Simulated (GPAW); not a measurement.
# The Ti K excitation threshold of TiC (Fm-3m) under uniform strain

For each volume the threshold was computed as E(hole, excited electron kept) − E(ground) (GPAW, PBE, 16-atom cell, total energies on 5×5×5 k points, hole spin-paired). The values are raw, 23 eV above the value with the free atom's term for the hole's spin taken off; only their change is used. The threshold is the spectrum's zero, where absorption may be weak, not the visible edge.

| volume | ln(V/V₀) | threshold (eV) |
| --- | --- | --- |
| V × 0.94 | -0.06188 | 4983.130 |
| V × 0.97 | -0.03046 | ? |
| V × 1 | +0.00000 | 4983.378 |
| V × 1.03 | +0.02956 | 4983.489 |
| V × 1.06 | +0.05827 | 4983.591 |

The database entry behind the starting cell differs from later determinations by our own check (0.1 to 0.3 % short, probably kX units), so it need not match the best structure at ambient conditions.

Q: Fit a straight line in ln(V/V₀), give its slope, and predict the threshold at V × 0.97.

The means of the given rows are x̄ = +0.00649 and Ē = 4983.397 eV. Σ(x − x̄)(E − Ē) = 0.03055 and Σ(x − x̄)² = 0.00793, so the slope is +3.85 eV, and the line passes the given rows within 0.006 eV. At x = -0.03046 it gives 4983.397 + (+3.85) × (-0.03695) = 4983.255 eV. The run gives 4983.258 eV, a miss of -0.003 eV over a total move of +0.461 eV. The slope is the clamped-ion volume deformation potential of the Fermi level against the Ti 1s level, with the hole's relaxation included: the threshold rises by 0.039 eV for 1 % of expansion. The excited electron's band filling changes with volume too and isn't taken out.

[Hosts, paths, dates, database ids (printed as entryN), source tags and the programs' standing remarks are cut or masked in the printed files.]

[Lists of maxima count a maximum above −3 eV only where it reaches 4 % of the highest in the window and stands out from its surroundings by 2 % of it (1.5 % where it reaches 55 %); shoulders and weaker maxima are passed over, and of the rest the first, up to two pre-edge ones and the few strongest are named.]
